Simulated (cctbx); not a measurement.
# Diagnosing a refinement

Cell a = 5.3110 Å, b = 6.5480 Å, c = 4.2610 Å, α = 90.00°, β = 90.00°, γ = 90.00°; space group Pnnm (no. 58).

Simulated single-crystal data (cctbx): Cu Kα, λ = 1.54184 Å, to d = 0.83 Å, 50 % of the full sphere, strongest reflection 20000 counts, noise from counting, a 1.5 % proportional error and a noise floor of 15 counts (s.d.); no absorption.

An anisotropic refinement with weights 1/σ² prints:

```text
Rint 0.014, 22 unique reflections to 1.61 A
cycle     R1     wR2    GooF  max shift (A)
   1  0.0066  0.0149   1.440   0.00129
   2  0.0048  0.0097   0.940   0.00000
final R1 0.0048 wR2 0.0097 GooF 0.940  parameters 10  data/parameter 2.2
atom        x        y        z      Ueq    occ   su(xyz)  su(Uiso or U11)
Tl1    0.00000  0.00000  0.00000   0.0115  1.000  0.00000  0.0013
As1    0.21714  0.37232  0.00000   0.0129  1.000  0.00031  0.0028
difference map: max 0.14 min -0.13 rms 0.04
Q1    0.0000  0.0000  0.5000    2    0.14  1.72 A from As1
Q2    0.2007  0.3580  0.5000    4    0.12  1.84 A from Tl1
Q3    0.1250  0.3889  0.3333    8    0.09  1.51 A from As1
Q4    0.1812  0.6640  0.5000    4    0.06  1.47 A from As1
```

Q: Accept it or mend it, and why?

Mend it. The fault: data cut at low resolution. Against the right model at the same level, R1 goes from 0.0078 to 0.0048 and GooF from 0.96 to 0.94. The atoms are right, but there are too few data for the parameters: R1 flatters and the s.u.s grow. Data per parameter fall from 14.8 to 2.2.

The compound is TlAs2. The right model at the same level gives:

```text
Rint 0.017, 148 unique reflections to 0.83 A
cycle     R1     wR2    GooF  max shift (A)
   1  0.0143  0.0345   2.146   0.00015
   2  0.0078  0.0155   0.963   0.00000
final R1 0.0078 wR2 0.0155 GooF 0.963  parameters 10  data/parameter 14.8
atom        x        y        z      Ueq    occ   su(xyz)  su(Uiso or U11)
Tl1    0.00000  0.00000  0.00000   0.0105  1.000  0.00000  0.0001
As1    0.21732  0.37220  0.00000   0.0117  1.000  0.00008  0.0002
difference map: max 0.88 min -0.59 rms 0.17
Q1    0.0969  0.8186  0.0000    4    0.89  1.29 A from Tl1
Q2    0.1310  0.4252  0.1962    8    0.52  1.01 A from As1
Q3    0.1984  0.9595  0.5000    4    0.48  0.73 A from As1
Q4    0.0901  0.5578  0.0000    4    0.47  1.39 A from As1
Q5    0.1153  0.2913  0.0000    4    0.47  0.76 A from As1
Q6    0.0940  0.0721  0.0000    4    0.46  0.69 A from Tl1
```

Isotropic U is held between 0.0001 and 1 Å² by the program, and listed peak heights are interpolated, so they can pass the grid's maximum.

This is a model crystal, built by substitution and not relaxed, with assumed displacement parameters.

[Middle refinement cycles are left out of these outputs.]

[Logs are printed without paths, hosts, clocks, repeated set-up lines and the standing remarks that a program may print on its own settings, such as how far it seeks lower states.]
